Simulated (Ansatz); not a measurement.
# Work function of Ni(111): what the settings cost and change, part 2 of 2

Aim: the work function of Ni(111) across levels of theory at one geometry.

Ansatz 0.2.0; plane-wave DFT, PBE, Ansatz PAW (the session's first sound run).

So far, work function, upper face (eV): step 2 (run, setting PBE, Ansatz PAW (420 eV)) 5.07; step 3 (LDA) 5.45; step 4 (PBEsol) 5.20; step 5 (RPBE) 4.89.

### Step 6. Run

This step: plane-wave DFT, r2SCAN, Ansatz PAW (Ansatz 0.2.0).

File input.yaml:

```yaml
crystal:
  lattice:
    - [2.4890158698, 0.0, 0.0]
    - [1.2445079349, 2.1555509736, 0.0]
    - [0.0, 0.0, 30.1936376853]
  atoms:
    - { symbol: Ni, position: [0.0, 0.0, 0.2980760415], spin: 0.7 }
    - { symbol: Ni, position: [0.3333333333, 0.3333333333, 0.3653840277], spin: 0.7 }
    - { symbol: Ni, position: [0.6666666667, 0.6666666667, 0.4326920138], spin: 0.7 }
    - { symbol: Ni, position: [0.0, 0.0, 0.5], spin: 0.7 }
    - { symbol: Ni, position: [0.3333333333, 0.3333333333, 0.5673079862], spin: 0.7 }
    - { symbol: Ni, position: [0.6666666667, 0.6666666667, 0.6346159723], spin: 0.7 }
    - { symbol: Ni, position: [0.0, 0.0, 0.7019239585], spin: 0.7 }
magnetization:
  spin_polarized: true
kpoints:
  mp_grid: { grid: [19, 19, 1] }
hamiltonian:
  xc: r2scan
scf:
  occupations: { method: fermi_dirac, width: 0.1 }
  convergence: { dr2_threshold: 1.0e-09 }
efield:
  axis: 3
  dipole_correction: true
  ramp_position: 0.97
  ramp_width: 0.06
output:
  write_potential: true
  write_density: true
  volumetric_format: npy
```

Run with:

```sh
$ ansatz run input.yaml --threads 4 --pin off --max-ram 6144MiB --backend cpu --events-out ev --progress --plain --runs-dir out
```

Numbers of over 12 decimals in the logs are rounded to 6 here.

Log:

```text
[...]
Crystal: 7 atoms, lattice volume = 161.995 Å³
Basis set: ecut = 500 eV, 4149 PW (Γ), exchange–correlation on 80×80×900 points (64 copies of the dense FFT grid, shifted against one another)
Bands: 79, of which v1, the nominal top of the filled ones, is band 63 counted from 1 (62 counted from 0)
[...]
k-point 1 ↑: bands = [... 59 lower, 4.3384, 4.3392, 4.4916, 4.5306, 4.5644, 4.6119, 4.6938, 4.8006, ... 12 higher]
  k-point 2 ↑: bands = [... 59 lower, 4.2233, 4.2688, 4.3578, 4.4104, 4.5135, 4.6969, 4.8019, 4.8211, ... 12 higher]
  k-point 39 ↓: bands = [... 59 lower, 6.3064, 6.3261, 6.4245, 6.4455, 10.1687, 10.3982, 10.8183, 11.3022, ... 12 higher]
[key lines of the parts left out:]
SCF converged after 34 iterations
Magnetization: 5.3940 μB (65.6970 up, 60.3030 down)
Free energy (F): -40915.676495 eV
Fermi energy:    6.007222 eV
Dipole field:    D = 0.000002 V/Å  (p = 0.000002 e·Å, saw-weighted, corrected)
Work function:   Φ+ = 4.8398 eV   Φ− = 4.8398 eV
```

It took 34 min on 4 threads of Arm Neoverse N1, shared host; peak memory 2.9 GiB.

The work function is 4.840 eV, -0.226 eV from the run “PBE, Ansatz PAW (420 eV)”, at 13 times its CPU time.

### Step 7. Slab

This step: plane-wave DFT, PBE, JTH PAW (Ansatz 0.2.0).

input.yaml, as its differences from that of step 6:

```diff
@@ -18,3 +18,4 @@
 hamiltonian:
-  xc: r2scan
+  xc: pbe
+  pseudopotentials: { kind: paw, source: jth }
 scf:
```

Log:

```text
Warning: <dir> the checks of this Ni dataset prove no rule for summing its radial tables, as where they were carried onto another mesh than they were made on, and Gregory's rule is taken, under which a leading mesh point left out moves its sums only by what lay on the interval it spanned. That does not make them correct, and they differ from Quantum ESPRESSO's on this file; a re-export a fraction of a mesh step off can move them. hamiltonian.pseudopotentials.radial_quadrature: simpson_from_first_knot sums it by `pw.x`'s rule; on a PAW file no value gives `pw.x`'s numbers. What more to know: hamiltonian.pseudopotentials.radial_quadrature, in the input reference
Engine: ansatz 0.2.0, aarch64-unknown-linux-gnu
Pseudopotentials: kind: paw
Pseudopotential: Ni, paw, valence charge 18, recommended cutoff 2400 eV (normal), Ni.paw.azcp
Functional definition: PBE
  parameter kappa = 0.804
  parameter beta = 0.066725
  exchange = pbe_x(kappa = kappa, mu = beta*pi^2/3)
  correlation = pbe_c(beta = beta)
name one with --spill-dir DIR, on a local disk that has 1.02 GiB free on top of a fifth of its size, which is kept free (a 1 TiB disk: 205.82 GiB free)
with nothing else changed it takes a maximum of at least 6.20 GiB, with nothing to spare, and 6.82 GiB leaves up to a tenth: --max-ram 6.82GiB where that set the maximum, else more of the term that did, and with no share typed, where 6.82 GiB is over 0.88 of the host's memory or its container's limit, a share of 0.88 or more that holds the maximum too (--max-ram-frac F), where one does; The budget is ten elevenths of [...]
```

Run time: 4 s. Hardware: 4 threads; peak memory 0.33 GiB.

The program refused the input before any cycle.

### Step 8. Slab

This step: plane-wave DFT, PBE, norm-conserving (Ansatz 0.2.0).

input.yaml, as its differences from that of step 7:

```diff
@@ -19,3 +19,3 @@
   xc: pbe
-  pseudopotentials: { kind: paw, source: jth }
+  pseudopotentials: { kind: nc }
 scf:
```

Log:

```text
[...]
Crystal: 7 atoms, lattice volume = 161.995 Å³
Basis set: ecut = 1400 eV, 19355 PW (Γ)
Bands: 79, of which v1, the nominal top of the filled ones, is band 63 counted from 1 (62 counted from 0)
Symmetry: 6 space group operations
k-points: 40 of 361 (time reversal used)
[...]
k-point 1 ↑: bands = [... 59 lower, 4.6821, 4.6926, 4.8300, 4.8730, 4.9351, 4.9920, 5.0475, 5.1972, ... 12 higher]
  k-point 2 ↑: bands = [... 59 lower, 4.5858, 4.6483, 4.7075, 4.8043, 4.8443, 5.0511, 5.1638, 5.2003, ... 12 higher]
  k-point 39 ↓: bands = [... 59 lower, 6.0341, 6.0711, 6.0763, 6.1404, 10.0516, 10.3166, 10.7429, 11.1999, ... 12 higher]
[key lines of the parts left out:]
SCF converged after 35 iterations
Magnetization: 4.7455 μB (65.3728 up, 60.6272 down)
Free energy (F): -32452.086312 eV
Fermi energy:    5.968292 eV
Dipole field:    D = -0.000003 V/Å  (p = -0.000003 e·Å, saw-weighted, corrected)
Work function:   Φ+ = 5.0615 eV   Φ− = 5.0614 eV
```

Elapsed: 15 min, on 4 threads; peak memory 5.3 GiB.

The work function is 5.061 eV, -0.005 eV from the run “PBE, Ansatz PAW (420 eV)”, at 6.5 times its CPU time.

### Step 9. Run

This step: plane-wave DFT, LDA, norm-conserving (Ansatz 0.2.0).

input.yaml, as its differences from that of step 8:

```diff
@@ -18,3 +18,3 @@
 hamiltonian:
-  xc: pbe
+  xc: lda
   pseudopotentials: { kind: nc }
```

Log:

```text
[...]
Crystal: 7 atoms, lattice volume = 161.995 Å³
Basis set: ecut = 1333.357926 eV, 17969 PW (Γ)
Bands: 79, of which v1, the nominal top of the filled ones, is band 63 counted from 1 (62 counted from 0)
Symmetry: 6 space group operations
k-points: 40 of 361 (time reversal used)
[...]
k-point 1 ↑: bands = [... 59 lower, 4.5096, 4.5221, 4.6651, 4.7023, 4.7747, 4.8352, 4.8884, 5.0471, ... 12 higher]
  k-point 2 ↑: bands = [... 59 lower, 4.4118, 4.4810, 4.5343, 4.6447, 4.6767, 4.8914, 5.0049, 5.0504, ... 12 higher]
  k-point 39 ↓: bands = [... 59 lower, 5.7041, 5.7476, 5.7525, 5.8111, 9.8445, 10.1213, 10.5606, 11.0218, ... 12 higher]
[key lines of the parts left out:]
SCF converged after 32 iterations
Magnetization: 4.3712 μB (65.1856 up, 60.8144 down)
Free energy (F): -31935.304680 eV
Fermi energy:    5.681646 eV
Dipole field:    D = -0.000004 V/Å  (p = -0.000004 e·Å, saw-weighted, corrected)
Work function:   Φ+ = 5.4435 eV   Φ− = 5.4433 eV
```

Wall time 14 min (4 threads); peak memory 5 GiB.

The work function is 5.443 eV, +0.377 eV from the run “PBE, Ansatz PAW (420 eV)”, at 5.9 times its CPU time.

### Step 10. Run, setting PBE, all layers relaxed

This step: plane-wave DFT, PBE, Ansatz PAW (Ansatz 0.2.0).

input.yaml, as its differences from that of step 9:

```diff
@@ -18,4 +18,3 @@
 hamiltonian:
-  xc: lda
-  pseudopotentials: { kind: nc }
+  xc: pbe
 scf:
@@ -28,2 +27,5 @@
   ramp_width: 0.06
+relax:
+  f_tol: 0.01
+  max_steps: 40
 output:
```

Log:

```text
[...]
Crystal: 7 atoms, lattice volume = 161.995 Å³
Basis set: ecut = 420 eV, 3035 PW (Γ), exchange–correlation on 36×36×432 points (8 copies of the dense FFT grid, shifted against one another)
Bands: 79, of which v1, the nominal top of the filled ones, is band 63 counted from 1 (62 counted from 0)
[...]
- { symbol: Ni, position: [0.333333, 0.333333, 0.365376] }
    - { symbol: Ni, position: [0.666667, 0.666667, 0.432641] }
    - { symbol: Ni, position: [0, 0, 0.500000] }
    - { symbol: Ni, position: [0.333333, 0.333333, 0.567359] }
    - { symbol: Ni, position: [0.666667, 0.666667, 0.634624] }
    - { symbol: Ni, position: [-1.165222513779835e-18, -4.660890055119467e-19, 0.701025] }
[key lines of the parts left out:]
SCF converged after 16 iterations
Magnetization: 4.5511 μB (65.2755 up, 60.7245 down)
Free energy (F): -40876.944294 eV
Fermi energy:    5.912951 eV
Dipole field:    D = -0.000001 V/Å  (p = -0.000001 e·Å, saw-weighted, corrected)
Work function:   Φ+ = 5.0575 eV   Φ− = 5.0575 eV
```

Wall time 4.9 min (4 threads); peak memory 1.1 GiB.

The relaxation took 3 steps and lowered the energy by 0.0040 eV; the largest force on the free atoms ends at 0.0026 eV/Å.

The work function is 5.058 eV, -0.009 eV from the run “PBE, Ansatz PAW (420 eV)”, at 2.2 times its CPU time.

### Step 11. Side by side

Times are for 4 threads of Arm Neoverse N1, shared host. Results by setting:

```csv
no.,setting,"work function, upper face (eV)",time,memory (GiB)
1,"PBE, Ansatz PAW (420 eV)",5.066,2.9 min,1.3
2,"LDA, Ansatz PAW (420 eV)",5.453,3.7 min,1.3
3,"PBEsol, Ansatz PAW (420 eV)",5.202,2.9 min,1.3
4,"RPBE, Ansatz PAW (420 eV)",4.887,2.8 min,1.3
5,"r2SCAN, Ansatz PAW (500 eV)",4.840,34 min,2.9
6,"PBE, norm-conserving (1400 eV)",5.061,15 min,5.3
7,"LDA, norm-conserving (1333 eV)",5.443,14 min,5.0
8,"PBE, all layers relaxed",5.058,4.9 min,1.1
```

### Step 12. The same run with other settings

An input spoilt on purpose, to show how the run answers: it repeats the earlier run “PBE, Ansatz PAW (420 eV)” with efield.ramp_position from 0.97 to 0.475, and scf.max_iter set to 80; its output block differs too.

input.yaml, as its differences from that of step 10:

```diff
@@ -22,2 +22,3 @@
   convergence: { dr2_threshold: 1.0e-09 }
+  max_iter: 80
 efield:
@@ -25,7 +26,4 @@
   dipole_correction: true
-  ramp_position: 0.97
+  ramp_position: 0.475
   ramp_width: 0.06
-relax:
-  f_tol: 0.01
-  max_steps: 40
 output:
```

Log:

```text
Engine: ansatz 0.2.0, aarch64-unknown-linux-gnu
Pseudopotentials: kind: paw
Pseudopotential: Ni, paw, valence charge 18, recommended cutoff 420 eV (normal), Ni.paw.azcp
Functional definition: PBE
  parameter kappa = 0.804
  parameter beta = 0.066725
  exchange = pbe_x(kappa = kappa, mu = beta*pi^2/3)
  correlation = pbe_c(beta = beta)
Crystal: 7 atoms, lattice volume = 161.995 Å³
Basis set: ecut = 420 eV, 3035 PW (Γ)
Bands: 79, of which v1, the nominal top of the filled ones, is band 63 counted from 1 (62 counted from 0)
Symmetry: 6 space group operations
k-points: 40 of 361 (time reversal used)
Non-local potential: Ni, projectors of the file, l = 0: 3, l = 1: 2, l = 2: 3, l = 3: 1
PAW form: soft (Blöchl's): semilocal exchange-correlation on the pseudo side does not see the compensation charge
PAW one-centre angular grid: Ni, 590 points (default); XC on 64 Gauss nodes
Initial density: superposition of atomic densities (neutral atoms: chi_scale 0, normalization atom)
Starting moments: Σ|m| = 4.9 μB on 7 of 7 sites
Initial wavefunctions: pseudopotential atomic-orbital guess
Functional: x = pbe(κ = 0.804, μ = 0.219515), c = pbe(β = 0.066725)
Error: efield: ion 3 (Ni) at fractional coordinate 0.5000 along the field axis lies inside the sawtooth ramp with 2 of the planes that the density is read on at each end, [0.4657, 0.5443] — the ramp must sit in vacuum (an ion there feels the fictitious reversed slope); set or move the ramp (efield.ramp_position / ramp_width) or move the geometry
```

It took 0.33 s on 4 threads; peak memory 0.53 GiB.

The program refused the input before any cycle.

The program's message: “Error: efield: ion 3 (Ni) at fractional coordinate 0.5000 along the field axis lies inside the sawtooth ramp with 2 of the planes that the density is read on at each end, [0.4657, 0.5443] — the ramp m …”

The fault put into the input: the ramp among the atoms.

### Step 13. Results

```json
{"work function, PBE, Ansatz PAW (420 eV)": "5.066 eV", "work function, LDA, Ansatz PAW (420 eV)": "5.453 eV", "work function, r2SCAN, Ansatz PAW (500 eV)": "4.840 eV", "work function, PBE, all layers relaxed": "5.058 eV"}
```

**Reading.** PBE on the default files gives 5.07 eV, and the settings tried spread the value from 4.84 to 5.45 eV. At one geometry LDA lies 0.39 eV above PBE. The choice of pseudopotentials moves the PBE value by 0.005 eV. Relaxing the layers changes it by -0.009 eV. The ladder's slabs use the tabulated experimental lattice constant (two decimals; a low-temperature value for the alkali metals). The magnetic order is the one reached from the typed start; other orders were not compared.

Computed beside measured:

```
                                               quantity  measured  PBE, Ansatz PAW (420 eV)  LDA, Ansatz PAW (420 eV)  PBEsol, Ansatz PAW (420 eV)  RPBE, Ansatz PAW (420 eV)  r2SCAN, Ansatz PAW (500 eV)  LDA, norm-conserving (1333 eV)  PBE, all layers relaxed
work function (clean (111) face, a compiled value) (eV)      5.36           5.07 (-0.29 eV)           5.45 (+0.09 eV)              5.20 (-0.16 eV)            4.89 (-0.47 eV)              4.84 (-0.52 eV)                 5.44 (+0.08 eV)          5.06 (-0.30 eV)
```

Measured values from arxiv:1902.07811 (2019).

**Verdict.** For the work function, of the levels listed nearest comes LDA, norm-conserving (1333 eV) (+0.08 eV, good agreement) and farthest r2SCAN, Ansatz PAW (500 eV) (-0.52 eV, a clear miss). The grades are ours: good and fair within 3 and 7 % for the work function.

[Logs are printed without paths, hosts, clocks, repeated set-up lines and the standing remarks that a program may print on its own settings, such as how far it seeks lower states.]

[Hosts, paths, dates, database ids (printed as entryN), source tags and the programs' standing remarks are cut or masked in the printed files.]

[Maps of the electrostatic potential energy from Ansatz leave out the sawtooth potential of an applied field or a dipole correction, so their vacuum need not be flat; planar profiles and work functions include it.]
